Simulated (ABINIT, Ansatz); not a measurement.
# RbH3Pb (Pm-3m): zone-centre phonons, part 3 of 5

Wanted: the vibrations of RbH3Pb (Pm-3m) at Γ, by two programs.

ABINIT 10.8.3; DFT LDA, scalar-relativistic, plane waves, PseudoDojo norm-conserving pseudopotentials.

So far. Step 2 (Relaxing the cell and atoms): The volume changes by -1.7 % from the cell with which this run began. Step 4 (Linear response at Γ): The acoustic modes at Γ come out as far as 1.9 cm⁻¹ from zero, where they should vanish, a small numerical error. The lowest optical mode is imaginary, 734i cm⁻¹, an instability at this level and on this k mesh. The relaxed cell has a = 4.425 Å (conventional setting).

The structure was built from a prototype and need not be the compound's stable phase.

### 5. Modes with the sum rule

anaddb reads the merged derivatives and imposes the acoustic sum rule.

Input file anaddb.abi:

```
ddb_filepath "gamma_DDB"
output_file "anaddb.abo"
outdata_prefix "anaddb"
asr 1
chneut 1
enunit 2
eivec 1
nph1l 1
qph1l 0.0 0.0 0.0 1.0
```

Input file mrgddb.in:

```
gamma_DDB
merged
2
dfpt_gammao_DDB
gso_DDB
```

Started as:

```bash
mrgddb < mrgddb.in > mrgddb.log
OMP_NUM_THREADS=1 anaddb anaddb.abi > anaddb.log
```

anaddb.abo, the main output file:

```text
-outvars_anaddb: echo values of input variables ----------------------

 Miscellaneous information :
      enunit         2
       eivec         1
         asr         1
 First list of wavevector (reduced coord.) :
       nph1l         1
       qph1l
                     0.00000000E+00  0.00000000E+00  0.00000000E+00    1.000E+00

================================================================================

 read the DDB information and perform some checks

  ==== Info on the Cryst% object ====
 Real(R)+Recip(G) space primitive vectors, cartesian coordinates (Bohr,Bohr^-1):
 R(1)=  8.3619489  0.0000000  0.0000000  G(1)=  0.1195893  0.0000000  0.0000000
 R(2)=  0.0000000  8.3619489  0.0000000  G(2)=  0.0000000  0.1195893  0.0000000
 R(3)=  0.0000000  0.0000000  8.3619489  G(3)=  0.0000000  0.0000000  0.1195893
 Unit cell volume ucvol=  5.8468577E+02 bohr^3
 Angles (23,13,12)=  9.00000000E+01  9.00000000E+01  9.00000000E+01 degrees
 Time-reversal symmetry is present
 Reduced atomic positions [iatom, xred, symbol]:
    1)    0.0000000  0.0000000  0.0000000  Rb
    2)    0.5000000  0.5000000  0.5000000  Pb
    3)    0.5000000  0.5000000  0.0000000   H
    4)    0.5000000  0.0000000  0.5000000   H
    5)    0.0000000  0.5000000  0.5000000   H

 DDB file with 3 blocks has been read.

================================================================================

 Treat the first list of vectors

  Phonon wavevector (reduced coordinates) :  0.00000  0.00000  0.00000
 Phonon energies in Hartree :
  -3.344783E-03 -3.344783E-03 -3.344783E-03  0.000000E+00  0.000000E+00
   0.000000E+00  2.930661E-04  2.930661E-04  2.930661E-04  1.877301E-03
   1.877301E-03  1.877301E-03  2.006999E-03  2.006999E-03  2.006999E-03
 Phonon energies in meV     :
- -9.101619E+01 -9.101619E+01 -9.101619E+01  0.000000E+00  0.000000E+00
-  0.000000E+00  7.974736E+00  7.974736E+00  7.974736E+00  5.108396E+01
-  5.108396E+01  5.108396E+01  5.461323E+01  5.461323E+01  5.461323E+01
 Phonon frequencies in cm-1    :
- -7.340951E+02 -7.340951E+02 -7.340951E+02  0.000000E+00  0.000000E+00
-  0.000000E+00  6.432058E+01  6.432058E+01  6.432058E+01  4.120199E+02
-  4.120199E+02  4.120199E+02  4.404854E+02  4.404854E+02  4.404854E+02
 Phonon frequencies in Thz     :
- -2.200762E+01 -2.200762E+01 -2.200762E+01  0.000000E+00  0.000000E+00
-  0.000000E+00  1.928282E+00  1.928282E+00  1.928282E+00  1.235205E+01
-  1.235205E+01  1.235205E+01  1.320542E+01  1.320542E+01  1.320542E+01
 Phonon energies in Kelvin  :
- -1.056199E+03 -1.056199E+03 -1.056199E+03  0.000000E+00  0.000000E+00
-  0.000000E+00  9.254296E+01  9.254296E+01  9.254296E+01  5.928047E+02
-  5.928047E+02  5.928047E+02  6.337602E+02  6.337602E+02  6.337602E+02

 Eigendisplacements
 (will be given, for each mode : in cartesian coordinates
   for each atom the real part of the displacement vector,
   then the imaginary part of the displacement vector - absolute values smaller than 1.0d-7 are set to zero)
  Mode number    1   Energy   -3.344783E-03
 Attention : low frequency mode.
   (Could be unstable or acoustic mode)
-  1  0.00000000E+00  5.76368810E-05  0.00000000E+00
-     0.00000000E+00  0.00000000E+00  0.00000000E+00
-  2  0.00000000E+00  6.82792873E-05  0.00000000E+00
-     0.00000000E+00  0.00000000E+00  0.00000000E+00
-  3  9.77599875E-07  2.09513639E-03  0.00000000E+00
-     0.00000000E+00  0.00000000E+00  0.00000000E+00
-  4  9.77599875E-07 -2.31136135E-02  0.00000000E+00
-     0.00000000E+00  0.00000000E+00  0.00000000E+00
-  5 -1.07849139E-05  2.09513639E-03  0.00000000E+00
-     0.00000000E+00  0.00000000E+00  0.00000000E+00
  Mode number    2   Energy   -3.344783E-03
 Attention : low frequency mode.
   (Could be unstable or acoustic mode)
-  1  5.76368810E-05  0.00000000E+00  0.00000000E+00
-     0.00000000E+00  0.00000000E+00  0.00000000E+00
-  2  6.82792873E-05  0.00000000E+00  0.00000000E+00
-     0.00000000E+00  0.00000000E+00  0.00000000E+00
-  3  2.09513639E-03 -9.77599875E-07  0.00000000E+00
-     0.00000000E+00  0.00000000E+00  0.00000000E+00
-  4  2.09513639E-03  1.07849139E-05  0.00000000E+00
-     0.00000000E+00  0.00000000E+00  0.00000000E+00
-  5 -2.31136135E-02 -9.77599875E-07  0.00000000E+00
-     0.00000000E+00  0.00000000E+00  0.00000000E+00
  Mode number    3   Energy   -3.344783E-03
 Attention : low frequency mode.
   (Could be unstable or acoustic mode)
-  1  0.00000000E+00  0.00000000E+00  5.76368873E-05
-     0.00000000E+00  0.00000000E+00  0.00000000E+00
-  2  0.00000000E+00  0.00000000E+00  6.82792947E-05
-     0.00000000E+00  0.00000000E+00  0.00000000E+00
-  3  0.00000000E+00  0.00000000E+00 -2.31136160E-02
-     0.00000000E+00  0.00000000E+00  0.00000000E+00
-  4  0.00000000E+00  0.00000000E+00  2.09513662E-03
-     0.00000000E+00  0.00000000E+00  0.00000000E+00
-  5  0.00000000E+00  0.00000000E+00  2.09513662E-03
-     0.00000000E+00  0.00000000E+00  0.00000000E+00
  Mode number    4   Energy    0.000000E+00
 Attention : low frequency mode.
   (Could be unstable or acoustic mode)
-  1  0.00000000E+00  0.00000000E+00 -1.36208800E-03
-     0.00000000E+00  0.00000000E+00  0.00000000E+00
-  2  0.00000000E+00  0.00000000E+00 -1.36206725E-03
-     0.00000000E+00  0.00000000E+00  0.00000000E+00
-  3  0.00000000E+00  0.00000000E+00 -1.36206807E-03
-     0.00000000E+00  0.00000000E+00  0.00000000E+00
-  4  0.00000000E+00  0.00000000E+00 -1.36205602E-03
-     0.00000000E+00  0.00000000E+00  0.00000000E+00
-  5  0.00000000E+00  0.00000000E+00 -1.36205602E-03
-     0.00000000E+00  0.00000000E+00  0.00000000E+00
  Mode number    5   Energy    0.000000E+00
 Attention : low frequency mode.
   (Could be unstable or acoustic mode)
-  1  0.00000000E+00  1.36208799E-03  0.00000000E+00
-     0.00000000E+00  0.00000000E+00  0.00000000E+00
-  2  0.00000000E+00  1.36206724E-03  0.00000000E+00
-     0.00000000E+00  0.00000000E+00  0.00000000E+00
-  3  0.00000000E+00  1.36205601E-03  0.00000000E+00
-     0.00000000E+00  0.00000000E+00  0.00000000E+00
-  4  0.00000000E+00  1.36206806E-03  0.00000000E+00
-     0.00000000E+00  0.00000000E+00  0.00000000E+00
-  5  0.00000000E+00  1.36205601E-03  0.00000000E+00
-     0.00000000E+00  0.00000000E+00  0.00000000E+00
  Mode number    6   Energy    0.000000E+00
 Attention : low frequency mode.
   (Could be unstable or acoustic mode)
-  1  1.36208799E-03  0.00000000E+00  0.00000000E+00
-     0.00000000E+00  0.00000000E+00  0.00000000E+00
-  2  1.36206724E-03  0.00000000E+00  0.00000000E+00
-     0.00000000E+00  0.00000000E+00  0.00000000E+00
-  3  1.36205601E-03  0.00000000E+00  0.00000000E+00
-     0.00000000E+00  0.00000000E+00  0.00000000E+00
-  4  1.36205601E-03  0.00000000E+00  0.00000000E+00
-     0.00000000E+00  0.00000000E+00  0.00000000E+00
-  5  1.36206806E-03  0.00000000E+00  0.00000000E+00
-     0.00000000E+00  0.00000000E+00  0.00000000E+00
  Mode number    7   Energy    2.930661E-04
-  1  0.00000000E+00  0.00000000E+00  2.13538431E-03
-     0.00000000E+00  0.00000000E+00  0.00000000E+00
-  2  0.00000000E+00  0.00000000E+00 -8.71384768E-04
-     0.00000000E+00  0.00000000E+00  0.00000000E+00
-  3  0.00000000E+00  0.00000000E+00 -2.32675787E-04
-     0.00000000E+00  0.00000000E+00  0.00000000E+00
-  4  0.00000000E+00  0.00000000E+00 -8.55182867E-04
-     0.00000000E+00  0.00000000E+00  0.00000000E+00
-  5  0.00000000E+00  0.00000000E+00 -8.55182867E-04
-     0.00000000E+00  0.00000000E+00  0.00000000E+00
  Mode number    8   Energy    2.930661E-04
-  1  1.78898943E-07 -2.13538430E-03  0.00000000E+00
-     0.00000000E+00  0.00000000E+00  0.00000000E+00
-  2  0.00000000E+00  8.71384765E-04  0.00000000E+00
-     0.00000000E+00  0.00000000E+00  0.00000000E+00
-  3  0.00000000E+00  8.55182864E-04  0.00000000E+00
-     0.00000000E+00  0.00000000E+00  0.00000000E+00
-  4  0.00000000E+00  2.32675787E-04  0.00000000E+00
-     0.00000000E+00  0.00000000E+00  0.00000000E+00
-  5  0.00000000E+00  8.55182864E-04  0.00000000E+00
-     0.00000000E+00  0.00000000E+00  0.00000000E+00
  Mode number    9   Energy    2.930661E-04
-  1  2.13538430E-03  1.78898941E-07  0.00000000E+00
-     0.00000000E+00  0.00000000E+00  0.00000000E+00
-  2 -8.71384765E-04  0.00000000E+00  0.00000000E+00
-     0.00000000E+00  0.00000000E+00  0.00000000E+00
-  3 -8.55182864E-04  0.00000000E+00  0.00000000E+00
-     0.00000000E+00  0.00000000E+00  0.00000000E+00
-  4 -8.55182864E-04  0.00000000E+00  0.00000000E+00
-     0.00000000E+00  0.00000000E+00  0.00000000E+00
-  5 -2.32675787E-04  0.00000000E+00  0.00000000E+00
-     0.00000000E+00  0.00000000E+00  0.00000000E+00
  Mode number   10   Energy    1.877301E-03
-  1  0.00000000E+00  0.00000000E+00  0.00000000E+00
-     0.00000000E+00  0.00000000E+00  0.00000000E+00
-  2  0.00000000E+00  0.00000000E+00  0.00000000E+00
-     0.00000000E+00  0.00000000E+00  0.00000000E+00
-  3  0.00000000E+00  2.19734063E-07  0.00000000E+00
-     0.00000000E+00  0.00000000E+00  0.00000000E+00
-  4  0.00000000E+00  0.00000000E+00  1.64963404E-02
-     0.00000000E+00  0.00000000E+00  0.00000000E+00
-  5  0.00000000E+00 -2.19734063E-07 -1.64963404E-02
-     0.00000000E+00  0.00000000E+00  0.00000000E+00
  Mode number   11   Energy    1.877301E-03
-  1  0.00000000E+00  0.00000000E+00  0.00000000E+00
-     0.00000000E+00  0.00000000E+00  0.00000000E+00
-  2  0.00000000E+00  0.00000000E+00  0.00000000E+00
-     0.00000000E+00  0.00000000E+00  0.00000000E+00
-  3  4.13939802E-07 -1.64963404E-02  0.00000000E+00
-     0.00000000E+00  0.00000000E+00  0.00000000E+00
-  4 -4.13939802E-07  0.00000000E+00  2.19734063E-07
-     0.00000000E+00  0.00000000E+00  0.00000000E+00
-  5  0.00000000E+00  1.64963404E-02 -2.19734063E-07
-     0.00000000E+00  0.00000000E+00  0.00000000E+00
  Mode number   12   Energy    1.877301E-03
-  1  0.00000000E+00  0.00000000E+00  0.00000000E+00
-     0.00000000E+00  0.00000000E+00  0.00000000E+00
-  2  0.00000000E+00  0.00000000E+00  0.00000000E+00
-     0.00000000E+00  0.00000000E+00  0.00000000E+00
-  3  1.64963404E-02  4.13939802E-07  0.00000000E+00
-     0.00000000E+00  0.00000000E+00  0.00000000E+00
-  4 -1.64963404E-02  0.00000000E+00  0.00000000E+00
-     0.00000000E+00  0.00000000E+00  0.00000000E+00
-  5  0.00000000E+00 -4.13939802E-07  0.00000000E+00
-     0.00000000E+00  0.00000000E+00  0.00000000E+00
  Mode number   13   Energy    2.006999E-03
-  1  0.00000000E+00  0.00000000E+00  9.20275319E-06
-     0.00000000E+00  0.00000000E+00  0.00000000E+00
-  2  0.00000000E+00  0.00000000E+00  1.68480721E-04
-     0.00000000E+00  0.00000000E+00  0.00000000E+00
-  3  0.00000000E+00 -1.26359695E-07 -2.84778609E-03
-     0.00000000E+00  0.00000000E+00  0.00000000E+00
-  4  0.00000000E+00  0.00000000E+00 -1.62835229E-02
-     0.00000000E+00  0.00000000E+00  0.00000000E+00
-  5  0.00000000E+00 -1.26359695E-07 -1.62835229E-02
-     0.00000000E+00  0.00000000E+00  0.00000000E+00
  Mode number   14   Energy    2.006999E-03
-  1  0.00000000E+00  9.20275319E-06  0.00000000E+00
-     0.00000000E+00  0.00000000E+00  0.00000000E+00
-  2  0.00000000E+00  1.68480721E-04  0.00000000E+00
-     0.00000000E+00  0.00000000E+00  0.00000000E+00
-  3 -1.30042253E-07 -1.62835229E-02  0.00000000E+00
-     0.00000000E+00  0.00000000E+00  0.00000000E+00
-  4 -1.30042253E-07 -2.84778609E-03  1.26359661E-07
-     0.00000000E+00  0.00000000E+00  0.00000000E+00
-  5  0.00000000E+00 -1.62835229E-02  1.26359661E-07
-     0.00000000E+00  0.00000000E+00  0.00000000E+00
  Mode number   15   Energy    2.006999E-03
-  1  9.20275319E-06  0.00000000E+00  0.00000000E+00
-     0.00000000E+00  0.00000000E+00  0.00000000E+00
-  2  1.68480721E-04  0.00000000E+00  0.00000000E+00
-     0.00000000E+00  0.00000000E+00  0.00000000E+00
-  3 -1.62835229E-02  1.30042220E-07  0.00000000E+00
-     0.00000000E+00  0.00000000E+00  0.00000000E+00
-  4 -1.62835229E-02  0.00000000E+00  0.00000000E+00
-     0.00000000E+00  0.00000000E+00  0.00000000E+00
-  5 -2.84778609E-03  1.30042220E-07  0.00000000E+00
-     0.00000000E+00  0.00000000E+00  0.00000000E+00

 Analysis of degeneracies and characters (maximum tolerance=1.00E-06 a.u.)
 For each vibration mode, or group of modes if degenerate,
 the characters are given for each symmetry operation (see the list in the log file).
 Symmetry characters of vibration mode #   1
       degenerate with vibration modes #   2 to    3
  3.0 -3.0 -1.0  1.0 -1.0  1.0 -1.0  1.0  1.0 -1.0 -1.0  1.0  1.0 -1.0 -1.0  1.0
  0.0 -0.0  0.0 -0.0 -0.0  0.0 -0.0  0.0  1.0 -1.0 -1.0  1.0 -1.0  1.0  1.0 -1.0
  0.0 -0.0 -0.0  0.0 -0.0  0.0  0.0 -0.0  1.0 -1.0  1.0 -1.0 -1.0  1.0 -1.0  1.0
 Symmetry characters of vibration mode #   4
       degenerate with vibration modes #   5 to    6
  3.0 -3.0 -1.0  1.0 -1.0  1.0 -1.0  1.0  1.0 -1.0 -1.0  1.0  1.0 -1.0 -1.0  1.0
  0.0 -0.0  0.0 -0.0 -0.0  0.0 -0.0  0.0  1.0 -1.0 -1.0  1.0 -1.0  1.0  1.0 -1.0
  0.0 -0.0 -0.0  0.0 -0.0  0.0  0.0 -0.0  1.0 -1.0  1.0 -1.0 -1.0  1.0 -1.0  1.0
 Symmetry characters of vibration mode #   7
       degenerate with vibration modes #   8 to    9
  3.0 -3.0 -1.0  1.0 -1.0  1.0 -1.0  1.0  1.0 -1.0 -1.0  1.0  1.0 -1.0 -1.0  1.0
  0.0 -0.0  0.0 -0.0 -0.0  0.0 -0.0  0.0  1.0 -1.0 -1.0  1.0 -1.0  1.0  1.0 -1.0
  0.0 -0.0 -0.0  0.0 -0.0  0.0  0.0 -0.0  1.0 -1.0  1.0 -1.0 -1.0  1.0 -1.0  1.0
 Symmetry characters of vibration mode #  10
       degenerate with vibration modes #  11 to   12
  3.0 -3.0 -1.0  1.0 -1.0  1.0 -1.0  1.0 -1.0  1.0  1.0 -1.0 -1.0  1.0  1.0 -1.0
 -0.0  0.0 -0.0  0.0  0.0 -0.0  0.0 -0.0 -1.0  1.0  1.0 -1.0  1.0 -1.0 -1.0  1.0
 -0.0  0.0  0.0 -0.0  0.0 -0.0 -0.0  0.0 -1.0  1.0 -1.0  1.0  1.0 -1.0  1.0 -1.0
 Symmetry characters of vibration mode #  13
       degenerate with vibration modes #  14 to   15
  3.0 -3.0 -1.0  1.0 -1.0  1.0 -1.0  1.0  1.0 -1.0 -1.0  1.0  1.0 -1.0 -1.0  1.0
 -0.0  0.0 -0.0  0.0  0.0 -0.0  0.0 -0.0  1.0 -1.0 -1.0  1.0 -1.0  1.0  1.0 -1.0
 -0.0  0.0  0.0 -0.0  0.0 -0.0 -0.0  0.0  1.0 -1.0  1.0 -1.0 -1.0  1.0 -1.0  1.0
-
```

Run time: 0.51 s. Hardware: 1 thread of Arm Neoverse V1, shared host.

This step gave:

| Property | Result |
| --- | --- |
| lowest optical zone-centre mode | -734.1 cm⁻¹ |

No LO-TO term; unit eigenvectors of the mass-weighted matrix, from anaddb's displacements. The modes at Γ (shares of kinetic energy by element, %) (negative means imaginary):

| mode | frequency (cm⁻¹) | symmetry | Rb % | Pb % | H % |
| --- | --- | --- | --- | --- | --- |
| 1 | -734.1 | T1u | 0 | 0 | 100 |
| 2 | -734.1 | T1u | 0 | 0 | 100 |
| 3 | -734.1 | T1u | 0 | 0 | 100 |
| 4 | 0.0 | acoustic | 29 | 70 | 1 |
| 5 | 0.0 | acoustic | 29 | 70 | 1 |
| 6 | 0.0 | acoustic | 29 | 70 | 1 |
| 7 | 64.3 | T1u | 71 | 29 | 0 |
| 8 | 64.3 | T1u | 71 | 29 | 0 |
| 9 | 64.3 | T1u | 71 | 29 | 0 |
| 10 | 412.0 | T2u | 0 | 0 | 100 |
| 11 | 412.0 | T2u | 0 | 0 | 100 |
| 12 | 412.0 | T2u | 0 | 0 | 100 |
| 13 | 440.5 | T1u | 0 | 1 | 99 |
| 14 | 440.5 | T1u | 0 | 1 | 99 |
| 15 | 440.5 | T1u | 0 | 1 | 99 |

Displacements in mode 3 (-734.1 cm⁻¹), the largest set to 1:
```
Rb1  0.00  0.00  0.00
Pb2  0.00  0.00  0.00
H3   0.00  0.00 -1.00
H4   0.00  0.00  0.09
H5   0.00  0.00  0.09
```

Displacements in mode 10 (412.0 cm⁻¹), the largest set to 1:
```
Rb1  0.00  0.00  0.00
Pb2  0.00  0.00  0.00
H3   0.00  0.00  0.00
H4   0.00  0.00  1.00
H5   0.00  0.00 -1.00
```

The rule moves no optical mode by more than 0.3 cm⁻¹.

(Continued in part 4 of 5.)

[Host names and launcher messages were left out of these logs when they were recorded.]

[Logs are printed without paths, hosts, clocks, repeated set-up lines and the standing remarks that a program may print on its own settings, such as how far it seeks lower states.]

[Hosts, paths, dates, database ids (printed as entryN), source tags and the programs' standing remarks are cut or masked in the printed files.]
